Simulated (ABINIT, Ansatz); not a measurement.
## CsLiMoO4 (F-43m): G0W0 on several meshes in ABINIT

How does the mesh move the gap of CsLiMoO4 (F-43m)?

Program: ABINIT 10.8.3. Level of theory: LDA and many-body steps on it, plane waves. Results are calculated unless marked as measured.

**1. The structure**

The structure is cubic, space group F-43m (No. 216). The conventional cell has a = 8.392 Å, b = 8.392 Å, c = 8.392 Å, α = 90.00°, β = 90.00°, γ = 90.00°. Cs has 12 O at 3.49 Å nearest. Nearest to Li lie 4 O at 1.87 Å. Mo has 4 O at 1.76 Å nearest. Nearest to O lie 1 Mo at 1.76 Å and 1 Li at 1.87 Å and 3 Cs at 3.49 Å. Farther neighbours and most contacts between anions are not listed.

The cell and positions are those that the Materials Project relaxed with its own functionals (PBE, PBE+U or r2SCAN), kept fixed. Spin-orbit coupling is left out unless a step names it.

**2. Empty states on the mesh, 2×2×2 mesh, 291 bands**

This step: ABINIT 10.8.3; DFT, LDA, plane waves, norm-conserving pseudopotentials.

The sums over transitions need many empty states on a uniform mesh; this step solves for them.

Contents of run.abi:

```
acell 3*1.0 Angstrom
rprim 
  0.000000000000 4.196030970000 4.196030970000
  4.196030970000 -0.000000000000 4.196030970000
  4.196030970000 4.196030970000 0.000000000000
ntypat 4
znucl 55 3 42 8
natom 7
typat 1 2 3 4 4 4 4
xred 
  0.750000000000 0.750000000000 0.750000000000
  0.500000000000 0.500000000000 0.500000000000
  0.250000000000 0.250000000000 0.250000000000
  0.886367480000 0.371210840000 0.371210840000
  0.371210840000 0.371210840000 0.886367480000
  0.371210840000 0.886367480000 0.371210840000
  0.371210840000 0.371210840000 0.371210840000
pp_dirpath "pseudos"
pseudos "Cs.upf, Li.upf, Mo.upf, O.upf"
ecut 36
ngkpt 2 2 2
nshiftk 1
shiftk 0 0 0
kptopt 1
chksymbreak 0
iscf -2
irdden 1
istwfk *1
nband 291
nbdbuf 26
tolwfr 1e-09
nstep 60
prtvol 0
indata_prefix "in"
outdata_prefix "out"
tmpdata_prefix "tmp"
```

The run is started by

```console
OMP_NUM_THREADS=1 mpirun -n 4 abinit run.abi > log
```

Numbers of over 12 decimals in the logs are rounded to 6 here.

The log of the run:

```text
.Version 10.8.3 of ABINIT. v10.8.2 released Aug 2026.

 Symmetries : space group F-4 3 m (#216); Bravais cF (face-center cubic)
[... echo of the input left out ...]
== DATASET  1 ==================================================================
-   mpi_nproc: 4, omp_nthreads: 1 (-1 if OMP is not activated)
-    --> not optimal distribution: autoparal keyword recommended in input file <--

--- !DatasetInfo
iteration_state: {dtset: 1, }
dimensions: {natom: 7, nkpt: 3, mband: 291, nsppol: 1, nspinor: 1, nspden: 1, mpw: 10326, }
cutoff_energies: {ecut:  36.0, pawecutdg:  -1.0, }
[...]
2.78193    2.79857    2.79857    2.79971    2.79971    2.79971    2.80552    2.80552
   2.80552    2.84747    2.86168    2.86169    2.86169    2.86404    2.86405    2.86405
   2.93171    2.93318    2.93867
 prteigrs : prtvol=0 or 1, do not print more k-points.

== END DATASET(S) ==============================================================
================================================================================

 -outvars: echo values of variables after computation  --------
            nband         291
             nkpt           3
          spgroup         216
 [... the other variables as echoed above ...]

 Calculation completed.
```

The job ended after 3 min (4 MPI ranks of Arm Neoverse V1, shared host; peak memory 0.52 GiB; 12 min of CPU time).

Numbers from this step:

```
gap                                                           : 4.433 eV
k of the valence top                                          : 0.5, 0, 0
k of the conduction bottom                                    : 0.5, 0.5, 0
least direct gap                                              : 4.493 eV
k points computed                                             : 3
lowest point of the top converged band, above the valence top : 74.3421 eV
```

On this mesh the gap is 4.433 eV.

The density comes from a self-consistent run that is not shown.

**3. Screening, 2×2×2 mesh, 122 bands, screening to 114.3 eV**

The RPA dielectric matrix is built and inverted for each q.

This step: RPA screening on LDA, plane waves, norm-conserving pseudopotentials.

Edit run.abi of step 2 so:

```diff
@@ -25,10 +25,11 @@
 chksymbreak 0
-iscf -2
-irdden 1
 istwfk *1
-nband 291
-nbdbuf 26
-tolwfr 1e-09
-nstep 60
-prtvol 0
+occopt 1
+irdwfk 1
+optdriver 3
+nband 122
+ecuteps 4.2
+inclvkb 2
+awtr 1
+symchi 1
 indata_prefix "in"
```

The log of the run:

```text
.Version 10.8.3 of ABINIT. v10.8.2 released Aug 2026.

 Symmetries : space group F-4 3 m (#216); Bravais cF (face-center cubic)
[... echo of the input left out ...]
== DATASET  1 ==================================================================
-   mpi_nproc: 4, omp_nthreads: 1 (-1 if OMP is not activated)

--- !DatasetInfo
iteration_state: {dtset: 1, }
dimensions: {natom: 7, nkpt: 3, mband: 122, nsppol: 1, nspinor: 1, nspden: 1, mpw: 10326, }
cutoff_energies: {ecut:  36.0, pawecutdg:  -1.0, }
electrons: {nelect:   5.00000000E+01, charge:   0.00000000E+00, occopt:   1.00000000E+00, tsmear:   1.00000000E-02, }

 SCREENING: Calculation of the susceptibility and dielectric matrices

 Based on a program developped by R.W. Godby, V. Olevano, G. Onida, and L. Reining.
 Incorporated in ABINIT by V. Olevano, G.-M. Rignanese, and M. Torrent.
.Using double precision arithmetic ; gwpc =  8

[... cell and pseudopotentials left out ...]
--------------------------------------------------------------------------------

 ==== K-mesh for the wavefunctions ====
 Number of points in the irreducible wedge :     3
[... list of points left out ...]
 Together with 24 symmetry operations and time-reversal symmetry
 yields     8 points in the full Brillouin Zone.

 ==== Q-mesh for the screening function ====
 Number of points in the irreducible wedge :     3
[... list of points left out ...]
 Together with 24 symmetry operations and time-reversal symmetry
 yields     8 points in the full Brillouin Zone.

 setmesh: FFT mesh size selected  =    45x   45x   45
          total number of points  =        91125

 vcoul_init : cutoff-mode = AUXILIARY_FUNCTION
 q-points for optical limit:   1
     1)      0.000010    0.000020    0.000030

- screening: taking advantage of time-reversal symmetry
- Maximum band index for partially occupied states nbvw = 25
- Remaining bands to be divided among processors   nbcw = 97
- Number of bands treated by each node ~24

 Number of electrons calculated from density =   50.0000; Expected =   50.0000
 average of density, n =  0.050145
 r_s =    1.6823
 omega_plasma =   21.6008 [eV]

 calculating chi0 at frequencies [eV] :
  1    0.000000E+00    0.000000E+00
  2    0.000000E+00    2.160077E+01

--------------------------------------------------------------------------------
  q-point number  1        q = ( 0.000000, 0.000000, 0.000000) [r.l.u.]
--------------------------------------------------------------------------------
[... chi0 elements left out ...]
 For q-point:  0.000010 0.000020 0.000030
  dielectric constant =   2.4829
  dielectric constant without local fields =   3.3158

  Average fulfillment of the sum rule on Im[epsilon] for q-point    1 :     51.01  [%]
[... wings left out ...]
  q-point number  2        q = ( 0.500000, 0.000000, 0.000000) [r.l.u.]
--------------------------------------------------------------------------------
[... chi0 elements left out ...]
  Average fulfillment of the sum rule on Im[epsilon] for q-point    2 :     58.21  [%]

 [... 1 further q-points ...]
```

The job ended after 34 s (4 MPI ranks; peak memory 1.8 GiB; 2.3 min of CPU time).

This step gave:

| Quantity | Value |
| --- | --- |
| ε∞ with local fields, on this mesh, along the program's q direction | 2.483 |
| the same without local fields | 3.316 |
| plasma frequency | 21.60 eV |
| plane waves in the screening matrix | 411 |

Local fields lower ε∞ by 25 %. On a Γ-centred mesh this coarse the value itself is usually too large, while a short band sum pulls it down.

**4. 2×2×2**

The self-energy is evaluated for the states that the input lists, and the levels follow from it, in one-shot runs by the linearised quasiparticle equation.

This step: G0W0 on LDA, plane waves, norm-conserving pseudopotentials.

Edit run.abi of step 3 so:

```diff
@@ -28,8 +28,19 @@
 irdwfk 1
-optdriver 3
+optdriver 4
 nband 122
+gwcalctyp 0
+ecutsigx 36
+symsigma 1
+nkptgw 3
+kptgw 
+  0.5000000000 0.0000000000 0.0000000000
+  0.5000000000 0.5000000000 0.0000000000
+  0.0000000000 0.0000000000 0.0000000000
+bdgw 
+  23 27
+  24 27
+  23 28
 ecuteps 4.2
-inclvkb 2
-awtr 1
-symchi 1
+irdscr 1
+ppmodel 1
 indata_prefix "in"
```

The log of the run:

```text
.Version 10.8.3 of ABINIT. v10.8.2 released Aug 2026.

 Symmetries : space group F-4 3 m (#216); Bravais cF (face-center cubic)
[... echo of the input left out ...]
== DATASET  1 ==================================================================
-   mpi_nproc: 4, omp_nthreads: 1 (-1 if OMP is not activated)

--- !DatasetInfo
iteration_state: {dtset: 1, }
dimensions: {natom: 7, nkpt: 3, mband: 122, nsppol: 1, nspinor: 1, nspden: 1, mpw: 10326, }
cutoff_energies: {ecut:  36.0, pawecutdg:  -1.0, }
electrons: {nelect:   5.00000000E+01, charge:   0.00000000E+00, occopt:   1.00000000E+00, tsmear:   1.00000000E-02, }

 SIGMA: Calculation of the GW corrections

 Based on a program developped by R.W. Godby, V. Olevano, G. Onida, and L. Reining.
 Incorporated in ABINIT by V. Olevano, G.-M. Rignanese, and M. Torrent.
.Using double precision arithmetic ; gwpc =  8

[... cell and pseudopotentials left out ...]
--------------------------------------------------------------------------------

 ==== K-mesh for the wavefunctions ====
 Number of points in the irreducible wedge :     3
[... list of points left out ...]
 Together with 24 symmetry operations and time-reversal symmetry
 yields     8 points in the full Brillouin Zone.

 ==== Q-mesh for screening function ====
 Number of points in the irreducible wedge :     3
[... list of points left out ...]
 Together with 24 symmetry operations and time-reversal symmetry
 yields     8 points in the full Brillouin Zone.

 vcoul_init : cutoff-mode = AUXILIARY_FUNCTION
 q-points for optical limit:   1
     1)      0.000010    0.000020    0.000030
 setmesh: FFT mesh size selected  =    64x   64x   64
          total number of points  =       262144

 Number of electrons calculated from density =   50.0000; Expected =   50.0000
 average of density, n =  0.050145
 r_s =    1.6823
 omega_plasma =   21.6008 [eV]

 === KS Band Gaps ===
  >>>> For spin  1
   Minimum direct gap =   4.4927 [eV], located at k-point      :   0.0000  0.0000  0.0000
   Fundamental gap    =   4.4330 [eV], Top of valence bands at :   0.5000  0.0000  0.0000
                                       Bottom of conduction at :   0.5000  0.5000  0.0000
 SIGMA fundamental parameters:
 PLASMON POLE MODEL  1
 number of plane-waves for SigmaX                10177
 number of plane-waves for SigmaC and W            411
 number of plane-waves for wavefunctions         10177
 number of bands                                   122
 number of independent spin polarizations            1
 number of spinorial components                      1
 number of k-points in IBZ                           3
 number of q-points in IBZ                           3
 number of symmetry operations                      24
 number of k-points in BZ                            8
 number of q-points in BZ                            8
 number of frequencies for dSigma/dE                 9
 frequency step for dSigma/dE [eV]                0.25
 number of omega for Sigma on real axis              0
 max omega for Sigma on real axis  [eV]           0.00
 zcut for avoiding poles [eV]                     0.10

 EPSILON^-1 parameters (SCR file):
 dimension of the eps^-1 matrix on file            411
 dimension of the eps^-1 matrix used               411
 number of plane-waves for wavefunctions         10177
 number of bands                                   122
 number of q-points in IBZ                           3
 number of frequencies                               2
 number of real frequencies                          1
 number of imag frequencies                          1

 matrix elements of self-energy operator (all in [eV])

 Perturbative Calculation

--- !SelfEnergy_ee
iteration_state: {dtset: 1, }
kpoint     : [   0.500,    0.000,    0.000, ]
spin       : 1
KS_gap     :    4.811
QP_gap     :    7.979
Delta_QP_KS:    3.168
data: !SigmaeeData |
     Band     E0 <VxcDFT>   SigX SigC(E0)      Z dSigC/dE  Sig(E)    E-E0       E
       23  -0.533 -18.332 -23.077   4.117   0.776  -0.288 -18.820  -0.488  -1.020
       24  -0.533 -18.332 -23.077   4.117   0.776  -0.288 -18.820  -0.488  -1.020
       25  -0.050 -19.196 -23.868   4.151   0.775  -0.291 -19.599  -0.404  -0.454
       26   4.761 -19.233 -13.701  -2.113   0.809  -0.237 -16.469   2.764   7.525
       27   4.761 -19.233 -13.701  -2.113   0.809  -0.237 -16.469   2.764   7.525

--- !SelfEnergy_ee
iteration_state: {dtset: 1, }
kpoint     : [   0.500,    0.500,    0.000, ]
spin       : 1
KS_gap     :    4.791
QP_gap     :    7.848
Delta_QP_KS:    3.058
data: !SigmaeeData |
     Band     E0 <VxcDFT>   SigX SigC(E0)      Z dSigC/dE  Sig(E)    E-E0       E
       24  -0.408 -18.609 -23.316   4.112   0.777  -0.288 -19.072  -0.462  -0.870
[...]
--- !SelfEnergy_ee
iteration_state: {dtset: 1, }
kpoint     : [   0.000,    0.000,    0.000, ]
spin       : 1
KS_gap     :    4.493
QP_gap     :    6.162
Delta_QP_KS:    1.669
data: !SigmaeeData |
     Band     E0 <VxcDFT>   SigX SigC(E0)      Z dSigC/dE  Sig(E)    E-E0       E
[...]
26   4.438  -6.987  -2.967  -2.585   0.881  -0.134  -5.722   1.265   5.703
       27   4.580 -18.723 -13.157  -2.206   0.812  -0.232 -15.995   2.728   7.308
       28   4.580 -18.723 -13.157  -2.206   0.812  -0.232 -15.995   2.728   7.308

 New Fermi energy :        9.636512E-02 Ha ,    2.622228E+00 eV

 === QP Band Gaps ===
  >>>> For spin  1
   Minimum direct gap =   6.1615 [eV], located at k-point      :   0.0000  0.0000  0.0000
   Fundamental gap    =   6.1562 [eV], Top of valence bands at :   0.5000  0.0000  0.0000
                                       Bottom of conduction at :   0.0000  0.0000  0.0000

== END DATASET(S) ==============================================================
================================================================================

 -outvars: echo values of variables after computation  --------
           etotal      0.0000000000E+00
            nband         122
             nkpt           3
          spgroup         216
 [... the other variables as echoed above ...]

 Calculation completed.
```

Run time: 21 s. Hardware: 4 MPI ranks; peak memory 1.3 GiB; 85 s of CPU time.

Numbers from this step:

```
G0W0 gap on the points computed              : 6.157 eV
starting gap on the mesh                     : 4.433 eV
k of the valence top                         : 0.5, 0, 0
k of the conduction bottom                   : 0, 0, 0
Z at the valence top                         : 0.775
Z at the conduction bottom                   : 0.881
least direct G0W0 gap on the computed points : 6.162 eV
```

The gap on the mesh goes from 4.43 eV to 6.16 eV, a correction of +1.72 eV.

**5. Empty states on the mesh, 4×4×4 mesh, 134 bands**

This step: DFT, LDA, plane waves, norm-conserving pseudopotentials.

Edit run.abi of step 4 so:

```diff
@@ -20,3 +20,3 @@
 ecut 36
-ngkpt 2 2 2
+ngkpt 4 4 4
 nshiftk 1
@@ -25,22 +25,10 @@
 chksymbreak 0
+iscf -2
+irdden 1
 istwfk *1
-occopt 1
-irdwfk 1
-optdriver 4
-nband 122
-gwcalctyp 0
-ecutsigx 36
-symsigma 1
-nkptgw 3
-kptgw 
-  0.5000000000 0.0000000000 0.0000000000
-  0.5000000000 0.5000000000 0.0000000000
-  0.0000000000 0.0000000000 0.0000000000
-bdgw 
-  23 27
-  24 27
-  23 28
-ecuteps 4.2
-irdscr 1
-ppmodel 1
+nband 134
+nbdbuf 12
+tolwfr 1e-09
+nstep 60
+prtvol 0
 indata_prefix "in"
```

The log of the run:

```text
.Version 10.8.3 of ABINIT. v10.8.2 released Aug 2026.

 Symmetries : space group F-4 3 m (#216); Bravais cF (face-center cubic)
[... echo of the input left out ...]
== DATASET  1 ==================================================================
-   mpi_nproc: 4, omp_nthreads: 1 (-1 if OMP is not activated)

--- !DatasetInfo
iteration_state: {dtset: 1, }
dimensions: {natom: 7, nkpt: 8, mband: 134, nsppol: 1, nspinor: 1, nspden: 1, mpw: 10326, }
cutoff_energies: {ecut:  36.0, pawecutdg:  -1.0, }
[...]
1.41701    1.41701    1.42876    1.42876    1.42876    1.43506    1.44525    1.44525
   1.45150    1.45150    1.45150    1.46917    1.48716    1.48716    1.53123    1.53123
   1.53129    1.53732    1.53732    1.53762    1.54233    1.55816
 prteigrs : prtvol=0 or 1, do not print more k-points.

== END DATASET(S) ==============================================================
================================================================================

 -outvars: echo values of variables after computation  --------
            nband         134
             nkpt           8
          spgroup         216
 [... the other variables as echoed above ...]

 Calculation completed.
```

Run time: 1.9 min. Hardware: 4 MPI ranks; peak memory 0.58 GiB.

Numbers from this step:

```
gap                                                           : 4.433 eV
k of the valence top                                          : 0.5, 0, 0
k of the conduction bottom                                    : 0.5, 0.5, 0
least direct gap                                              : 4.493 eV
k points computed                                             : 8
lowest point of the top converged band, above the valence top : 39.55 eV
```

On this mesh the gap is 4.433 eV.

(Part 1 of 2 ends here.)

[Paths, hosts, dates, memory and timing lines, banners, echoed tables and standing remarks are left out of the program output.]

[Logs are printed without paths, hosts, clocks, repeated set-up lines and the standing remarks that a program may print on its own settings, such as how far it seeks lower states.]

[Runs of the session that timed out or met a known fault of the program may be left out.]

[Hosts, paths, dates, database ids (printed as entryN), source tags and the programs' standing remarks are cut or masked in the printed files.]

[G0W0 gaps are taken among the corrected bands and points alone; a level outside them can change the order at an edge.]

[Where Ansatz stands beside ABINIT at settings called matched, ABINIT's density can come from a denser mesh and the files from another edition; pairs whose starting gaps differed by over 0.03 eV were left out, so agreement reads better than it is.]
